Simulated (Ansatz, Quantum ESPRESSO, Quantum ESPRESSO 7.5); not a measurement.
**Work function of relaxed Mg(0001) under two functionals**

Aim: the work function of the relaxed basal face of Mg, and how far the functional matters.

Main program and level: Quantum ESPRESSO 7.5; plane-wave DFT, PBE, GBRV ultrasoft pseudopotentials (geometry and cross-check by Ansatz 0.2.0 with PAW datasets; geometry under PBE).

**Measured values to reproduce.**

For Mg (polycrystalline sample, no single face), “Anisotropic work function of elemental crystals” (2019, arxiv:1902.07811) quotes earlier work: work function, loosely compared (polycrystalline sample, no single face) 3.66 eV.

### Step 1. The structure

The cell holds 6 atoms: 6 Mg. Cell: a = 3.210 Å, b = 3.210 Å, c = 29.033 Å, α = 90.0°, β = 90.0°, γ = 60.0°. It derives from Mg. Vacuum lies along c.

### Step 2. Geometry from Ansatz of (0001)

The geometry comes first, from a plane-wave PAW code, so that the later runs on this slab share one structure.

The input, input.yaml:

```yaml
crystal:
  lattice:
    - [3.21, 0.0, 0.0]
    - [1.605, 2.7799415461, 0.0]
    - [0.0, 0.0, 29.0326]
  atoms:
    - { symbol: Mg, position: [0.6666666667, 0.6666666667, 0.2755523102] }
    - { symbol: Mg, position: [0.0, 0.0, 0.3653313861] }
    - { symbol: Mg, position: [0.6666666667, 0.6666666667, 0.455110462] }
    - { symbol: Mg, position: [0.0, 0.0, 0.544889538] }
    - { symbol: Mg, position: [0.6666666667, 0.6666666667, 0.6346686139] }
    - { symbol: Mg, position: [0.0, 0.0, 0.7244476898] }
kpoints:
  mp_grid: { grid: [12, 12, 1] }
hamiltonian:
  xc: pbe
scf:
  occupations: { method: fermi_dirac, width: 0.1 }
  convergence: { dr2_threshold: 1.0e-08 }
efield:
  axis: 3
  dipole_correction: true
  ramp_position: 0.97
  ramp_width: 0.04
relax:
  f_tol: 0.01
  constraints: [{ sites: [2, 3] }]
output:
  write_potential: true
  write_density: true
  volumetric_format: npy
```

The run is started by

```bash
> ansatz run input.yaml --threads 2 --pin off --max-ram 4096MiB --backend cpu --events-out ev --progress --plain --runs-dir out
```

Numbers of over 12 decimals in the logs are rounded to 6 here.

Output:

```text
Engine: ansatz 0.2.0, aarch64-unknown-linux-gnu
Pseudopotentials: kind: paw
Pseudopotential: Mg, paw, valence charge 10, recommended cutoff 420 eV (normal), Mg.paw.azcp
Functional definition: PBE
  parameter kappa = 0.804
  parameter beta = 0.066725
  exchange = pbe_x(kappa = kappa, mu = beta*pi^2/3)
  correlation = pbe_c(beta = beta)
Crystal: 6 atoms, lattice volume = 259.076 Å³
Basis set: ecut = 420 eV, 5125 PW (Γ), exchange–correlation on 48×48×400 points (8 copies of the dense FFT grid, shifted against one another)
Bands: 36, of which v1, the nominal top of the filled ones, is band 30 counted from 1 (29 counted from 0)
Symmetry: 6 space group operations
k-points: 19 of 144 (time reversal used)
Non-local potential: Mg, projectors of the file, l = 0: 3, l = 1: 2, l = 2: 1
PAW form: soft (Blöchl's): semilocal exchange-correlation on the pseudo side does not see the compensation charge
PAW one-centre angular grid: Mg, 110 points (default); XC on 64 Gauss nodes
Initial density: superposition of atomic densities (neutral atoms: chi_scale 0, normalization atom), corrected by the library's trained network
Initial wavefunctions: pseudopotential atomic-orbital guess
Functional: x = pbe(κ = 0.804, μ = 0.219515), c = pbe(β = 0.066725)
SCF iter   1: F=—  HF=-11542.227283 eV  |F-HF|=—  |Δ(HF+E_count)|=         —  Δρ=6.51e-4  dr2=5.69e-3  ethr=1.77e-3  p=-0.001 e·Å  D=-5.97e-4 V/Å  ΔV_dip=0.02 eV  dr2_dipole=5.27e-4  V_vac-E_F(+/−)=3.76/3.75 eV  ⟨swp⟩=11.4  Hψ=3517  notcnv=0
efield: sawtooth ramp at fractional position 0.9700 (set: `efield.ramp_position`, or a place that a band, a saddle search or an elastic batch's reference lends), width 0.0400; the density the first Hamiltonian is built on has a dipole p = -0.001 e·Å; the dipole correction subtracts the counter field D = -5.97e-4 V/Å, which shifts the + side's vacuum level by +0.02 eV against the − side's; the planar-averaged density in the ramp window peaks in size at 4.1e-5 e/Å³
preconditioner: auto → LDOS  [metal: Δε(μ)=0.026 eV  Ē_g=4.706 eV  σ=0.100 eV  W_gap=0.06  n_scr=18 (ndim 8)  ℏωp=8.0 eV  f_vac=0.415  D(μ)=3.33/eV (n_scr^D=14)  β→1.0]
SCF iter   2: F=—  HF=-11542.230306 eV  |F-HF|=—  |Δ(HF+E_count)|=   3.02e-3  Δρ=4.19e-4  dr2=7.60e-3  ethr=9.49e-6  p=0.000 e·Å  D=2.78e-5 V/Å  ΔV_dip=-0.00 eV  dr2_dipole=7.66e-6  V_vac-E_F(+/−)=3.74/3.74 eV  ⟨swp⟩=2.4  Hψ=995  notcnv=0
SCF iter   3: F=—  HF=-11542.229957 eV  |F-HF|=—  |Δ(HF+E_count)|=   3.49e-4  Δρ=1.57e-4  dr2=6.64e-4  ethr=9.49e-6  p=0.000 e·Å  D=4.97e-6 V/Å  ΔV_dip=-0.00 eV  dr2_dipole=8.29e-7  V_vac-E_F(+/−)=3.73/3.73 eV  ⟨swp⟩=1.3  Hψ=689  notcnv=0
SCF iter   4: F=—  HF=-11542.229933 eV  |F-HF|=—  |Δ(HF+E_count)|=   2.32e-5  Δρ=4.03e-5  dr2=6.16e-5  ethr=1.11e-6  p=0.000 e·Å  D=3.32e-6 V/Å  ΔV_dip=-0.00 eV  dr2_dipole=1.22e-7  V_vac-E_F(+/−)=3.71/3.71 eV  ⟨swp⟩=1.3  Hψ=691  notcnv=0
SCF iter   5: F=—  HF=-11542.230005 eV  |F-HF|=—  |Δ(HF+E_count)|=   7.21e-5  Δρ=8.82e-6  dr2=9.24e-7  ethr=1.03e-7  p=0.000 e·Å  D=1.55e-6 V/Å  ΔV_dip=-0.00 eV  dr2_dipole=2.41e-9  V_vac-E_F(+/−)=3.71/3.71 eV  ⟨swp⟩=1.7  Hψ=707  notcnv=0
SCF iter   6: F=—  HF=-11542.229946 eV  |F-HF|=—  |Δ(HF+E_count)|=   5.94e-5  Δρ=3.02e-6  dr2=2.42e-7  ethr=1.54e-9  p=0.000 e·Å  D=1.02e-6 V/Å  ΔV_dip=-0.00 eV  dr2_dipole=1.56e-10  V_vac-E_F(+/−)=3.71/3.71 eV  ⟨swp⟩=2.6  Hψ=1054  notcnv=0
SCF iter   7: F=-11542.229946 eV  HF=-11542.229946 eV  |F-HF|=5.93e-9  |Δ(HF+E_count)|=   8.40e-9  Δρ=5.93e-7  dr2=7.71e-9  ethr=1.67e-11  p=0.000 e·Å  D=1.16e-6 V/Å  ΔV_dip=-0.00 eV  dr2_dipole=1.04e-11  V_vac-E_F(+/−)=3.71/3.71 eV  ⟨swp⟩=8.1  Hψ=4141  notcnv=0
SCF 1 converged in 7 iterations: F = -11542.229946 eV  dr2 = 7.71e-9
  greatest PAW one-centre occupation: 1.000 electrons in one spin orbital (limit 2), on the Mg atom at site 4 (counted from 0), in its partial waves of l = 0
relax step   1: F+E_penalty+E_count = -11542.22994602 eV  Δ(F+E_penalty+E_count) = +0.000e0 eV  max|allowed force component| = 5.646e-2 eV/Å  Δτ_max = 0.0000 Å  (7 SCF iters, accepted)
Initial density: handed on by an earlier stage of this run
Initial wavefunctions: those handed on with the density
iter 1 solved again at ethr=6.41e-6 eV; its pass at ethr=3.10e-3 eV (dr2=3.85e-3 eV) is discarded
SCF iter   1: F=—  HF=-11542.231414 eV  |F-HF|=—  |Δ(HF+E_count)|=         —  Δρ=2.87e-4  dr2=3.42e-3  ethr=6.41e-6  p=0.000 e·Å  D=1.18e-6 V/Å  ΔV_dip=-0.00 eV  dr2_dipole=2.43e-11  V_vac-E_F(+/−)=3.72/3.72 eV  ⟨swp⟩=2.8  Hψ=2219  notcnv=0
efield: sawtooth ramp at fractional position 0.9700 (set: `efield.ramp_position`, or a place that a band, a saddle search or an elastic batch's reference lends), width 0.0400; the density the first Hamiltonian is built on has a dipole p = 0.000 e·Å; the dipole correction subtracts the counter field D = 1.18e-6 V/Å, which shifts the + side's vacuum level by -0.00 eV against the − side's; the planar-averaged density in the ramp window peaks in size at 1.3e-6 e/Å³
preconditioner: auto → LDOS  [metal: Δε(μ)=0.039 eV  Ē_g=4.698 eV  σ=0.100 eV  W_gap=0.10  n_scr=18 (ndim 8)  ℏωp=8.0 eV  f_vac=0.415  D(μ)=3.29/eV (n_scr^D=14)  β→1.0]
SCF iter   2: F=—  HF=-11542.231228 eV  |F-HF|=—  |Δ(HF+E_count)|=   1.86e-4  Δρ=1.00e-4  dr2=1.83e-4  ethr=5.70e-6  p=0.000 e·Å  D=1.16e-6 V/Å  ΔV_dip=-0.00 eV  dr2_dipole=2.76e-11  V_vac-E_F(+/−)=3.71/3.71 eV  ⟨swp⟩=1.4  Hψ=702  notcnv=0
SCF iter   3: F=—  HF=-11542.231229 eV  |F-HF|=—  |Δ(HF+E_count)|=   1.03e-6  Δρ=3.69e-5  dr2=1.33e-5  ethr=3.05e-7  p=0.000 e·Å  D=1.09e-6 V/Å  ΔV_dip=-0.00 eV  dr2_dipole=7.69e-13  V_vac-E_F(+/−)=3.71/3.71 eV  ⟨swp⟩=2.0  Hψ=804  notcnv=0
SCF iter   4: F=—  HF=-11542.231278 eV  |F-HF|=—  |Δ(HF+E_count)|=   4.87e-5  Δρ=5.26e-6  dr2=1.85e-7  ethr=2.21e-8  p=0.000 e·Å  D=1.08e-6 V/Å  ΔV_dip=-0.00 eV  dr2_dipole=4.94e-13  V_vac-E_F(+/−)=3.71/3.71 eV  ⟨swp⟩=2.1  Hψ=800  notcnv=0
SCF iter   5: F=—  HF=-11542.231221 eV  |F-HF|=—  |Δ(HF+E_count)|=   5.72e-5  Δρ=1.10e-6  dr2=1.34e-8  ethr=1.67e-11  p=0.000 e·Å  D=1.08e-6 V/Å  ΔV_dip=-0.00 eV  dr2_dipole=3.91e-14  V_vac-E_F(+/−)=3.71/3.71 eV  ⟨swp⟩=9.9  Hψ=4044  notcnv=0
SCF iter   6: F=-11542.231221 eV  HF=-11542.231221 eV  |F-HF|=3.18e-10  |Δ(HF+E_count)|=   1.65e-9  Δρ=2.99e-7  dr2=4.33e-10  ethr=1.67e-11  p=0.000 e·Å  D=1.08e-6 V/Å  ΔV_dip=-0.00 eV  dr2_dipole=1.17e-14  V_vac-E_F(+/−)=3.71/3.71 eV  ⟨swp⟩=7.8  Hψ=3397  notcnv=0
SCF 2 converged in 6 iterations: F = -11542.231221 eV  dr2 = 4.33e-10
  greatest PAW one-centre occupation: 1.000 electrons in one spin orbital (limit 2), on the Mg atom at site 1 (counted from 0), in its partial waves of l = 0
relax step   2: F+E_penalty+E_count = -11542.23122074 eV  Δ(F+E_penalty+E_count) = -1.275e-3 eV  max|allowed force component| = 8.278e-3 eV/Å  Δτ_max = 0.0244 Å  (6 SCF iters, accepted)
NSCF: frozen V_eff on 19 k-points
the band table was solved once a step of the walk had ended and its energy, with any forces and stress, was formed, with the checks that follow a solve (3222 applications of the Hamiltonian). They found nothing against the state; the energy, forces and stress were not computed again (output.eigenvalues in the input reference)
WARN: The output density's exchange-correlation potential varies sharply where the density is thin. Do not read a vacuum level from v_tot or v_xc, or from such a field of the output density. On a cell that repeats whose density bears no net charge and no dipole along the vacuum's axis use v_es (v_loc + v_h of the components); under efield.dipole_correction with no amplitude use v_es + v_field, which holds any externa [...]
SCF converged after 6 iterations
Free energy (F): -11542.231221 eV
Harris-Foulkes:  -11542.231221 eV  (|F-HF|=3.18e-10)
Internal energy: -11542.127735 eV  (E = F + TS)
E sigma→0 (E₀):  -11542.179478 eV
Entropy (-TS):   -0.103486 eV (-17.248 meV/atom)
Fermi energy:    1.311924 eV
Dipole field:    D = 0.000001 V/Å  (p = 0.000001 e·Å, saw-weighted, corrected)
Work function:   Φ+ = 3.7143 eV   Φ− = 3.7143 eV
Levels:          The Fermi level and band energies are counted from a zero that moves with the ramp; work functions are not
--- Per-component energies (eV) ---
  E_band       = -2405.413584
  E_kinetic    = 447.159775
  E_local      = -48560.102624  (includes V_loc(G=0)·N_el)
  E_nonlocal   = 574.383691
  E_hartree    = 22760.933527
  E_xc         = -168.904338
  E_vxc        = -217.810841  (∫ρ·V_xc dr)
  E_paw        = -1755.727579  (= ΣΔE_a)
  E_vpaw       = -170.912525  (= ΣTr[D̂ρ^β])
  E_aug_tail   = -0.000022  (compensation charges beyond the density's cutoff)
  E_efield     = 0.000000  (sawtooth field / dipole correction)
  E_vefield    = -0.000017  (∫n·V_field dr)
  E_ewald      = 15160.129836
  E_smearing   = -0.103486  (= −TS)
  E_closure    = 0.000000  (closes the sum)
  Σ components = -11542.231221   (vs F -11542.231221, Δ=0.00e0)
--- Forces (eV/Å), atoms counted from 1 ---
  atom   1  Mg    -0.00000000    -0.00000000    -0.00560672
  atom   2  Mg     0.00000000     0.00000000     0.00827763
  atom   3  Mg    -0.00000000    -0.00000000     0.04644519
  atom   4  Mg     0.00000000     0.00000000    -0.04644547
  atom   5  Mg    -0.00000000    -0.00000000    -0.00827753
  atom   6  Mg     0.00000000     0.00000000     0.00560690
  max |Σ_I F_I| component: 3.05e-9 eV/Å
--- Band table (eV; the first three rows and the last of 19) ---
  k-point 0: bands = [... 26 lower, -4.3665, -3.5077, -2.3894, -1.0451, 0.1583, 1.8470, 3.3003, 4.4090, ... 2 higher]
  k-point 1: bands = [... 26 lower, -4.2320, -3.3742, -2.2570, -0.9132, 0.2838, 1.9739, 3.4267, 4.5377, ... 2 higher]
  k-point 2: bands = [... 26 lower, -3.8297, -2.9749, -1.8612, -0.5195, 0.6606, 2.3504, 3.7995, 4.9186, ... 2 higher]
  k-point 18: bands = [... 26 lower, 0.8592, 1.1884, 1.1884, 1.2089, 1.7189, 1.7189, 1.8005, 2.5825, ... 2 higher]
--- Relaxed structure (2 steps of the walk, 2 accepted, 0 SCFs on fresh bases) ---
  F+E_penalty+E_count = -11542.23122074 eV   max|allowed force component| = 8.278e-3 eV/Å
  atoms:
    - { symbol: Mg, position: [0.666667, 0.666667, 0.275960] }
    - { symbol: Mg, position: [0, 0, 0.366172] }
    - { symbol: Mg, position: [0.666667, 0.666667, 0.455110462] }
    - { symbol: Mg, position: [0.0, 0.0, 0.544890] }
    - { symbol: Mg, position: [0.666667, 0.666667, 0.633828] }
    - { symbol: Mg, position: [0, 0, 0.724040] }
```

It took 13 s on 2 threads of Arm Neoverse V1, shared host; peak memory 0.48 GiB; 25 s of CPU time.

Step by step:

| step | energy less that of the first step (eV) | largest force component (eV/Å) |
| --- | --- | --- |
| 1 | 0.0000 | 0.0565 |
| 2 | -0.0013 | 0.0083 |

Forces are held to the 6 operations that the run works with; a distortion that breaks them can't arise in this run.

The atoms that moved most (Å):

| atom | dx | dy | dz | length |
| --- | --- | --- | --- | --- |
| Mg5 | 0.000 | 0.000 | -0.024 | 0.024 |
| Mg2 | 0.000 | 0.000 | 0.024 | 0.024 |
| Mg6 | 0.000 | 0.000 | -0.012 | 0.012 |
| Mg1 | 0.000 | 0.000 | 0.012 | 0.012 |

 Held were the atoms numbered 3 and 4; the forces quoted are those on the free ones.

This step gave:

```
free energy                     : -11542.2312 eV
energy at zero smearing         : -11542.1795 eV
smearing term TS                : 0.1035 eV
Fermi energy                    : 1.312 eV
symmetry operations             : 6
work function of the upper face : 3.714 eV
work function of the lower face : 3.714 eV
dipole along the normal         : 1.36e-6 e·Å
```

(Part 1 of 2 ends here.)

[Logs are printed without paths, hosts, clocks, repeated set-up lines and the standing remarks that a program may print on its own settings, such as how far it seeks lower states.]

[Hosts, paths, dates, database ids (printed as entryN), source tags and the programs' standing remarks are cut or masked in the printed files.]

[Maps of the electrostatic potential energy from Ansatz leave out the sawtooth potential of an applied field or a dipole correction, so their vacuum need not be flat; planar profiles and work functions include it.]
